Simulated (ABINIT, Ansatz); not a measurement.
# A GW chain in ABINIT: Sr2NbGaO6 (Fm-3m)

Wanted: ground state, empty states, screening and self-energy for Sr2NbGaO6 (Fm-3m).

Method: PBEsol and many-body steps on it, plane waves, in ABINIT 10.8.3.

### Step 1. Starting point

It takes space group Fm-3m (No. 225, cubic). Conventional cell: a = 8.000 Å, b = 8.000 Å, c = 8.000 Å, α = 90.00°, β = 90.00°, γ = 90.00°. Nearest to Sr lie 12 O at 2.83 Å. Nb has 6 O at 2.01 Å nearest. Ga has 6 O at 1.99 Å nearest. Nearest to O lie 1 Ga at 1.99 Å and 1 Nb at 2.01 Å and 4 Sr at 2.83 Å. Farther neighbours and most contacts between anions are not listed.

The cell and positions are those that the Materials Project relaxed with its own functionals (PBE, PBE+U or r2SCAN), kept fixed.

### Step 2. Ground state

This step: ABINIT 10.8.3; DFT, PBEsol, plane waves, norm-conserving pseudopotentials.

The ground-state density comes first.

Contents of run.abi:

```
acell 3*1.0 Angstrom
rprim 
  0.000000000000 4.000204000000 4.000204000000
  4.000204000000 0.000000000000 4.000204000000
  4.000204000000 4.000204000000 0.000000000000
ntypat 4
znucl 38 41 31 8
natom 10
typat 1 1 2 3 4 4 4 4 4 4
xred 
  0.250000000000 0.250000000000 0.250000000000
  0.750000000000 0.750000000000 0.750000000000
  0.000000000000 0.000000000000 0.000000000000
  0.500000000000 0.500000000000 0.500000000000
  0.749216000000 0.250784000000 0.250784000000
  0.250784000000 0.749216000000 0.749216000000
  0.250784000000 0.250784000000 0.749216000000
  0.749216000000 0.749216000000 0.250784000000
  0.250784000000 0.749216000000 0.250784000000
  0.749216000000 0.250784000000 0.749216000000
pp_dirpath "pseudos"
pseudos "Sr.upf, Nb.upf, Ga.upf, O.upf"
ecut 37
ngkpt 4 4 4
nshiftk 1
shiftk 0 0 0
kptopt 1
chksymbreak 0
nband 50
occopt 1
tolvrs 1e-10
nstep 60
prtwf 0
optforces 0
optstress 0
indata_prefix "in"
outdata_prefix "out"
tmpdata_prefix "tmp"
```

Launch:

```sh
> OMP_NUM_THREADS=1 mpirun -n 4 abinit run.abi > log
```

Numbers of over 12 decimals in the logs are rounded to 6 here.

Log:

```text
.Version 10.8.3 of ABINIT. v10.8.2 released Aug 2026.

 Symmetries : space group Fm -3 m (#225); Bravais cF (face-center cubic)
================================================================================
 Values of the parameters that define the memory need of the present run
     intxc =       0    ionmov =       0      iscf =       7    lmnmax =       6
     lnmax =       6     mgfft =      60  mpssoang =       3    mqgrid =    3001
     natom =      10  nloc_mem =       1    nspden =       1   nspinor =       1
    nsppol =       1      nsym =      48    n1xccc =    2501    ntypat =       4
    occopt =       1   xclevel =       2
-    mband =          50        mffmem =           1         mkmem =           2
       mpw =        9308          nfft =      216000          nkpt =           8
================================================================================
  Rough estimation (10% accuracy) of disk space for files :
================================================================================

--------------------------------------------------------------------------------
------------- Echo of variables that govern the present computation ------------
--------------------------------------------------------------------------------
 -outvars: echo values of preprocessed input variables --------
            acell      1.8897261259E+00  1.8897261259E+00  1.8897261259E+00 Bohr

      chksymbreak           0
             ecut      3.70000000E+01 Hartree
-          fftalg         312

              ixc     -116133
              kpt      0.00000000E+00  0.00000000E+00  0.00000000E+00
                       2.50000000E-01  0.00000000E+00  0.00000000E+00
                       5.00000000E-01  0.00000000E+00  0.00000000E+00
                       2.50000000E-01  2.50000000E-01  0.00000000E+00
                       5.00000000E-01  2.50000000E-01  0.00000000E+00
                      -2.50000000E-01  2.50000000E-01  0.00000000E+00
                       5.00000000E-01  5.00000000E-01  0.00000000E+00
                      -2.50000000E-01  5.00000000E-01  2.50000000E-01
         kptrlatt        4    0    0      0    4    0      0    0    4
          kptrlen      4.27618018E+01
P           mkmem           2
            natom          10
            nband          50
            ngfft          60      60      60
             nkpt           8
            nstep          60
             nsym          48
           ntypat           4
              occ      2.000000  2.000000  2.000000  2.000000  2.000000  2.000000
                       2.000000  2.000000  2.000000  2.000000  2.000000  2.000000
                       2.000000  2.000000  2.000000  2.000000  2.000000  2.000000
                       2.000000  2.000000  2.000000  2.000000  2.000000  2.000000
                       2.000000  2.000000  2.000000  2.000000  2.000000  2.000000
                       2.000000  2.000000  2.000000  2.000000  2.000000  2.000000
                       2.000000  2.000000  2.000000  2.000000  2.000000  0.000000
                       0.000000  0.000000  0.000000  0.000000  0.000000  0.000000
                       0.000000  0.000000
        optforces           0
        optstress           0
            prtwf           0
            rprim      0.0000000000E+00  4.0002040000E+00  4.0002040000E+00
                       4.0002040000E+00  0.0000000000E+00  4.0002040000E+00
                       4.0002040000E+00  4.0002040000E+00  0.0000000000E+00
          spgroup         225

           tolvrs      1.00000000E-10

             xred      2.5000000000E-01  2.5000000000E-01  2.5000000000E-01
                       7.5000000000E-01  7.5000000000E-01  7.5000000000E-01
[...]
znucl       38.00000   41.00000   31.00000    8.00000

================================================================================

 chkinp: Checking input parameters for consistency.

================================================================================
== DATASET  1 ==================================================================
-   mpi_nproc: 4, omp_nthreads: 1 (-1 if OMP is not activated)

--- !DatasetInfo
iteration_state: {dtset: 1, }
dimensions: {natom: 10, nkpt: 8, mband: 50, nsppol: 1, nspinor: 1, nspden: 1, mpw: 9308, }
cutoff_energies: {ecut:  37.0, pawecutdg:  -1.0, }
electrons: {nelect:   8.20000000E+01, charge:   0.00000000E+00, occopt:   1.00000000E+00, tsmear:   1.00000000E-02, }

 Real(R)+Recip(G) space primitive vectors, cartesian coordinates (Bohr,Bohr^-1):
 R(1)=  0.0000000  7.5592900  7.5592900  G(1)= -0.0661438  0.0661438  0.0661438
 R(2)=  7.5592900  0.0000000  7.5592900  G(2)=  0.0661438 -0.0661438  0.0661438
 R(3)=  7.5592900  7.5592900  0.0000000  G(3)=  0.0661438  0.0661438 -0.0661438
 Unit cell volume ucvol=  8.6391898E+02 bohr^3
 Angles (23,13,12)=  6.00000000E+01  6.00000000E+01  6.00000000E+01 degrees

 getcut: wavevector=  0.0000  0.0000  0.0000  ngfft=  60  60  60
         ecut(hartree)=     37.000   => boxcut(ratio)=   2.04970

--- Pseudopotential description ------------------------------------------------
- Sr Generated using ONCVPSP code by D. R. Hamann
- 38.00000  10.00000  180301                  znucl, zion, pspdat
12 -116133 2 -1 1834                          pspcod,pspxc,lmax,lloc,mmax
     nproj     2     2     2
  pspatm : epsatm=   12.46451298
[...]
2   -1.335834
 pspatm: atomic psp has been read  and splines computed

   8.40343068E+03                                ecore*ucvol(ha*bohr**3)
--------------------------------------------------------------------------------

_setup2: Arith. and geom. avg. npw (full set) are    9287.797    9287.781

================================================================================

--- !BeginCycle
iteration_state: {dtset: 1, }
solver: {iscf: 7, nstep: 60, nline: 4, wfoptalg: 0, }
tolerances: {tolvrs: 1.00E-10, }

     iter   Etot(hartree)      deltaE(h)  residm     vres2
 ETOT  1  -302.53263281340    -3.025E+02 3.301E-01 8.298E+03
 ETOT  2  -303.93819085223    -1.406E+00 3.358E-02 1.151E+04
 ETOT  3  -306.17291202733    -2.235E+00 1.788E-02 2.933E+03
 ETOT  4  -306.28626381657    -1.134E-01 7.712E-03 1.894E+03
 ETOT  5  -306.39225050052    -1.060E-01 3.773E-03 5.178E+02
 ETOT  6  -306.42776096224    -3.551E-02 2.026E-03 1.473E+02
 ETOT  7  -306.43661665822    -8.856E-03 1.812E-03 4.319E+01
 ETOT  8  -306.44005141632    -3.435E-03 3.548E-03 5.705E-01
 ETOT  9  -306.44009778484    -4.637E-05 2.709E-03 2.421E-02
 ETOT 10  -306.44010020436    -2.420E-06 5.269E-03 1.743E-04
 ETOT 11  -306.44010022727    -2.291E-08 2.516E-03 2.932E-05
 ETOT 12  -306.44010023031    -3.036E-09 2.196E-03 3.021E-08
 ETOT 13  -306.44010023031    -2.728E-12 5.650E-04 7.031E-09
 ETOT 14  -306.44010023033    -2.058E-11 4.573E-04 6.821E-10
 ETOT 15  -306.44010023033    -1.364E-12 1.234E-04 2.360E-11

 At SCF step   15       vres2   =  2.36E-11 < tolvrs=  1.00E-10 =>converged.

--- !ResultsGS
iteration_state: {dtset: 1, }
comment   : Summary of ground state results
lattice_vectors:
- [  0.0000000,   7.5592900,   7.5592900, ]
- [  7.5592900,   0.0000000,   7.5592900, ]
- [  7.5592900,   7.5592900,   0.0000000, ]
lattice_lengths: [  10.69045,   10.69045,   10.69045, ]
lattice_angles: [ 60.000,  60.000,  60.000, ] # degrees, (23, 13, 12)
lattice_volume:   8.6391898E+02
convergence: {deltae: -1.364E-12, res2:  2.360E-11, residm:  1.234E-04, diffor:  0.000E+00, }
etotal    :  -3.06440100E+02
entropy   :   0.00000000E+00
fermie    :   2.30483411E-01
cartesian_stress_tensor: null
pressure_GPa: null
xred      :
- [  2.5000E-01,   2.5000E-01,   2.5000E-01, Sr]
- [  7.5000E-01,   7.5000E-01,   7.5000E-01, Sr]
- [  0.0000E+00,   0.0000E+00,   0.0000E+00, Nb]
- [  5.0000E-01,   5.0000E-01,   5.0000E-01, Ga]
- [  7.4922E-01,   2.5078E-01,   2.5078E-01,  O]
- [  2.5078E-01,   7.4922E-01,   7.4922E-01,  O]
- [  2.5078E-01,   2.5078E-01,   7.4922E-01,  O]
- [  7.4922E-01,   7.4922E-01,   2.5078E-01,  O]
- [  2.5078E-01,   7.4922E-01,   2.5078E-01,  O]
- [  7.4922E-01,   2.5078E-01,   7.4922E-01,  O]
cartesian_forces: null
force_length_stats: {min: null, max: null, mean: null, }

 Integrated electronic density in atomic spheres:
 ------------------------------------------------
 Atom  Sphere_radius  Integrated_density
[...]
================================================================================

 ----iterations are completed or convergence reached----

 Mean square residual over all n,k,spin=   13.509E-07; max=  12.342E-05
 reduced coordinates (array xred) for   10 atoms
[...]
0.250784000000      0.749216000000      0.749216000000
       0.250784000000      0.250784000000      0.749216000000
       0.749216000000      0.749216000000      0.250784000000
       0.250784000000      0.749216000000      0.250784000000
       0.749216000000      0.250784000000      0.749216000000
 rms dE/dt=  0.0000E+00; max dE/dt=  0.0000E+00; dE/dt below (all hartree)
    1       0.000000000000      0.000000000000      0.000000000000
    2       0.000000000000      0.000000000000      0.000000000000
    3       0.000000000000      0.000000000000      0.000000000000
    4       0.000000000000      0.000000000000      0.000000000000
    5       0.000000000000      0.000000000000      0.000000000000
    6       0.000000000000      0.000000000000      0.000000000000
    7       0.000000000000      0.000000000000      0.000000000000
    8       0.000000000000      0.000000000000      0.000000000000
    9       0.000000000000      0.000000000000      0.000000000000
   10       0.000000000000      0.000000000000      0.000000000000

 cartesian coordinates (angstrom) at end:
[...]
6      5.994034     4.000204     4.000204
    7      4.000204     4.000204     2.006374
    8      4.000204     4.000204     5.994034
    9      4.000204     2.006374     4.000204
   10      4.000204     5.994034     4.000204
 length scales=  1.889726125908  1.889726125908  1.889726125908 bohr
              =  1.000000000000  1.000000000000  1.000000000000 angstroms
 prteigrs : about to open file out_EIG
 Fermi (or HOMO) energy (hartree) =   0.23048   Average Vxc (hartree)=  -0.42308
 Eigenvalues (hartree) for nkpt=   8  k points:
 kpt#   1, nband= 50, wtk=  0.01563, kpt=  0.0000  0.0000  0.0000 (reduced coord)
  -1.78082   -0.97483   -0.97320   -0.90637   -0.90637   -0.90637   -0.40924   -0.37468
  -0.37468   -0.35699   -0.35699   -0.35699   -0.32124   -0.32124   -0.32124   -0.31310
  -0.31310   -0.31310   -0.23776   -0.23776   -0.23776   -0.23063   -0.23063   -0.00954
   0.10088    0.10088    0.10088    0.10510    0.10510    0.10510    0.11468    0.11468
   0.18992    0.18992    0.18992    0.20714    0.20714    0.20714    0.23048    0.23048
   0.23048    0.34652    0.34652    0.34652    0.41002    0.42330    0.42330    0.46765
   0.46765    0.46793
 prteigrs : prtvol=0 or 1, do not print more k-points.

--- !EnergyTerms
iteration_state     : {dtset: 1, }
comment             : Components of total free energy in Hartree
kinetic             :  1.65569509700647E+02
hartree             :  6.68746506571230E+01
xc                  : -7.52118348429491E+01
Ewald energy        : -2.19407135925990E+02
psp_core            :  9.72710502076943E+00
local_psp           : -2.18009968384760E+02
non_local_psp       : -3.59824264551718E+01
total_energy        : -3.06440100230332E+02
total_energy_eV     : -8.33865992862468E+03
band_energy         : -1.83544644899107E+01

== END DATASET(S) ==============================================================
================================================================================

 -outvars: echo values of variables after computation  --------
           etotal     -3.0644010023E+02
            nband          50
             nkpt           8
          spgroup         225
 [... the other variables as echoed above ...]

 Calculation completed.
```

Elapsed: 57 s, on 4 MPI ranks of Intel Xeon 6975P-C (Granite Rapids), shared host; peak memory 0.53 GiB.

This step gave:

- total energy: -8338.6599 eV
- gap: 3.158 eV
- k of the valence top: 0, 0, 0
- k of the conduction bottom: 0, 0, 0
- least direct gap: 3.158 eV

The gap is direct, at Γ.

### Step 3. Empty states on the mesh, 2×2×2 mesh, 273 bands

The sums over transitions need many empty states on a uniform mesh; this step solves for them.

run.abi, as its differences from that of step 2:

```diff
@@ -23,3 +23,3 @@
 ecut 37
-ngkpt 4 4 4
+ngkpt 2 2 2
 nshiftk 1
@@ -28,9 +28,10 @@
 chksymbreak 0
-nband 50
-occopt 1
-tolvrs 1e-10
+iscf -2
+irdden 1
+istwfk *1
+nband 273
+nbdbuf 24
+tolwfr 1e-09
 nstep 60
-prtwf 0
-optforces 0
-optstress 0
+prtvol 0
 indata_prefix "in"
```

Log:

```text
.Version 10.8.3 of ABINIT. v10.8.2 released Aug 2026.

 Symmetries : space group Fm -3 m (#225); Bravais cF (face-center cubic)
[... echo of the input left out ...]
== DATASET  1 ==================================================================
-   mpi_nproc: 4, omp_nthreads: 1 (-1 if OMP is not activated)
-    --> not optimal distribution: autoparal keyword recommended in input file <--

--- !DatasetInfo
iteration_state: {dtset: 1, }
dimensions: {natom: 10, nkpt: 3, mband: 273, nsppol: 1, nspinor: 1, nspden: 1, mpw: 9377, }
cutoff_energies: {ecut:  37.0, pawecutdg:  -1.0, }
electrons: {nelect:   8.20000000E+01, charge:   0.00000000E+00, occopt:   1.00000000E+00, tsmear:   1.00000000E-02, }

 Real(R)+Recip(G) space primitive vectors, cartesian coordinates (Bohr,Bohr^-1):
 R(1)=  0.0000000  7.5592900  7.5592900  G(1)= -0.0661438  0.0661438  0.0661438
 R(2)=  7.5592900  0.0000000  7.5592900  G(2)=  0.0661438 -0.0661438  0.0661438
 R(3)=  7.5592900  7.5592900  0.0000000  G(3)=  0.0661438  0.0661438 -0.0661438
 Unit cell volume ucvol=  8.6391898E+02 bohr^3
 Angles (23,13,12)=  6.00000000E+01  6.00000000E+01  6.00000000E+01 degrees

 getcut: wavevector=  0.0000  0.0000  0.0000  ngfft=  60  60  60
         ecut(hartree)=     37.000   => boxcut(ratio)=   2.04970

--- Pseudopotential description ------------------------------------------------
- Sr Generated using ONCVPSP code by D. R. Hamann
- 38.00000  10.00000  180301                  znucl, zion, pspdat
12 -116133 2 -1 1834                          pspcod,pspxc,lmax,lloc,mmax
     nproj     2     2     2
  pspatm : epsatm=   12.46451298
         --- l  ekb(1:nproj) -->
             0   10.029206    1.044171
             1    7.472414    1.670829
             2    4.142950    0.968140
 pspatm: atomic psp has been read  and splines computed

- Nb Generated using ONCVPSP code by D. R. Hamann
- 41.00000  13.00000  180301                  znucl, zion, pspdat
12 -116133 2 -1 1660                          pspcod,pspxc,lmax,lloc,mmax
     nproj     2     2     2
  pspatm : epsatm=   15.66753918
         --- l  ekb(1:nproj) -->
[...]
pspatm: atomic psp has been read  and splines computed

- Ga Generated using ONCVPSP code by D. R. Hamann
- 31.00000  13.00000  180301                  znucl, zion, pspdat
12 -116133 2 -1 1902                          pspcod,pspxc,lmax,lloc,mmax
     nproj     2     2     2
  pspatm : epsatm=   24.50968960
         --- l  ekb(1:nproj) -->
[...]
pspatm: atomic psp has been read  and splines computed

- O Generated using ONCVPSP code by D. R. Hamann
-  8.00000   6.00000  180301                  znucl, zion, pspdat
12 -116133 2 -1 936                           pspcod,pspxc,lmax,lloc,mmax
     nproj     2     2     1
  pspatm : epsatm=    6.22910120
         --- l  ekb(1:nproj) -->
[...]
2   -1.335834
[...]
5.21E-05
 -1.7808E+00 -9.7483E-01 -9.7320E-01 -9.0637E-01 -9.0637E-01 -9.0637E-01
 -4.0924E-01 -3.7468E-01 -3.7468E-01 -3.5699E-01 -3.5699E-01 -3.5699E-01
 -3.2124E-01 -3.2124E-01 -3.2124E-01 -3.1310E-01 -3.1310E-01 -3.1310E-01
[...]
2.9276E+00  2.9584E+00  2.9584E+00  2.9584E+00  2.9876E+00  2.9877E+00
  2.9880E+00  2.9946E+00  2.9950E+00  2.9964E+00  3.0013E+00  3.0022E+00
[...]
prteigrs : prtvol=0 or 1, do not print more k-points.

--- !ResultsGS
iteration_state: {dtset: 1, }
comment   : Summary of ground state results
lattice_vectors:
- [  0.0000000,   7.5592900,   7.5592900, ]
- [  7.5592900,   0.0000000,   7.5592900, ]
- [  7.5592900,   7.5592900,   0.0000000, ]
lattice_lengths: [  10.69045,   10.69045,   10.69045, ]
lattice_angles: [ 60.000,  60.000,  60.000, ] # degrees, (23, 13, 12)
lattice_volume:   8.6391898E+02
convergence: {deltae:  0.000E+00, res2:  0.000E+00, residm:  9.991E-10, diffor:  0.000E+00, }
etotal    :  -3.06440100E+02
entropy   :   0.00000000E+00
fermie    :   2.30483411E-01
cartesian_stress_tensor: null
pressure_GPa: null
xred      :
- [  2.5000E-01,   2.5000E-01,   2.5000E-01, Sr]
- [  7.5000E-01,   7.5000E-01,   7.5000E-01, Sr]
- [  0.0000E+00,   0.0000E+00,   0.0000E+00, Nb]
- [  5.0000E-01,   5.0000E-01,   5.0000E-01, Ga]
- [  7.4922E-01,   2.5078E-01,   2.5078E-01,  O]
- [  2.5078E-01,   7.4922E-01,   7.4922E-01,  O]
- [  2.5078E-01,   2.5078E-01,   7.4922E-01,  O]
- [  7.4922E-01,   7.4922E-01,   2.5078E-01,  O]
- [  2.5078E-01,   7.4922E-01,   2.5078E-01,  O]
- [  7.4922E-01,   2.5078E-01,   7.4922E-01,  O]
cartesian_forces: null
force_length_stats: {min: null, max: null, mean: null, }

 Integrated electronic density in atomic spheres:
 ------------------------------------------------
 Atom  Sphere_radius  Integrated_density
[...]
================================================================================

 ----iterations are completed or convergence reached----

 Mean square residual over all n,k,spin=   49.251E-11; max=  99.914E-11
 reduced coordinates (array xred) for   10 atoms
[...]
0.250784000000      0.749216000000      0.250784000000
       0.749216000000      0.250784000000      0.749216000000

 cartesian coordinates (angstrom) at end:
    1      2.000102     2.000102     2.000102
    2      6.000306     6.000306     6.000306
    3      0.000000     0.000000     0.000000
[...]
9      4.000204     2.006374     4.000204
   10      4.000204     5.994034     4.000204
 length scales=  1.889726125908  1.889726125908  1.889726125908 bohr
              =  1.000000000000  1.000000000000  1.000000000000 angstroms
 prteigrs : about to open file out_EIG
 Eigenvalues (hartree) for nkpt=   3  k points:
 kpt#   1, nband=273, wtk=  0.12500, kpt=  0.0000  0.0000  0.0000 (reduced coord)
[...]
2.92762    2.92762    2.92762    2.95841    2.95841    2.95844    2.98762    2.98771
   2.98802    2.99465    2.99504    2.99643    3.00126    3.00223    3.00763    3.01392
   3.02278
 prteigrs : prtvol=0 or 1, do not print more k-points.

== END DATASET(S) ==============================================================
================================================================================

 -outvars: echo values of variables after computation  --------
            nband         273
             nkpt           3
          spgroup         225
 [... the other variables as echoed above ...]

 Calculation completed.
```

Run time: 2.4 min. Hardware: 4 MPI ranks; peak memory 0.52 GiB.

Numbers from this step:

```
gap                                                           : 3.158 eV
k of the valence top                                          : 0, 0, 0
k of the conduction bottom                                    : 0, 0, 0
least direct gap                                              : 3.158 eV
k points computed                                             : 3
lowest point of the top converged band, above the valence top : 71.3069 eV
```

On this mesh the gap is 3.158 eV.

(Continued in part 2 of 2.)

[Paths, hosts, dates, memory and timing lines, banners, echoed tables and standing remarks are left out of the program output.]

[Logs are printed without paths, hosts, clocks, repeated set-up lines and the standing remarks that a program may print on its own settings, such as how far it seeks lower states.]

[Runs of the session that timed out or met a known fault of the program may be left out.]

[Hosts, paths, dates, database ids (printed as entryN), source tags and the programs' standing remarks are cut or masked in the printed files.]

[G0W0 gaps are taken among the corrected bands and points alone; a level outside them can change the order at an edge.]

[Where Ansatz stands beside ABINIT at settings called matched, ABINIT's density can come from a denser mesh and the files from another edition; pairs whose starting gaps differed by over 0.03 eV were left out, so agreement reads better than it is.]
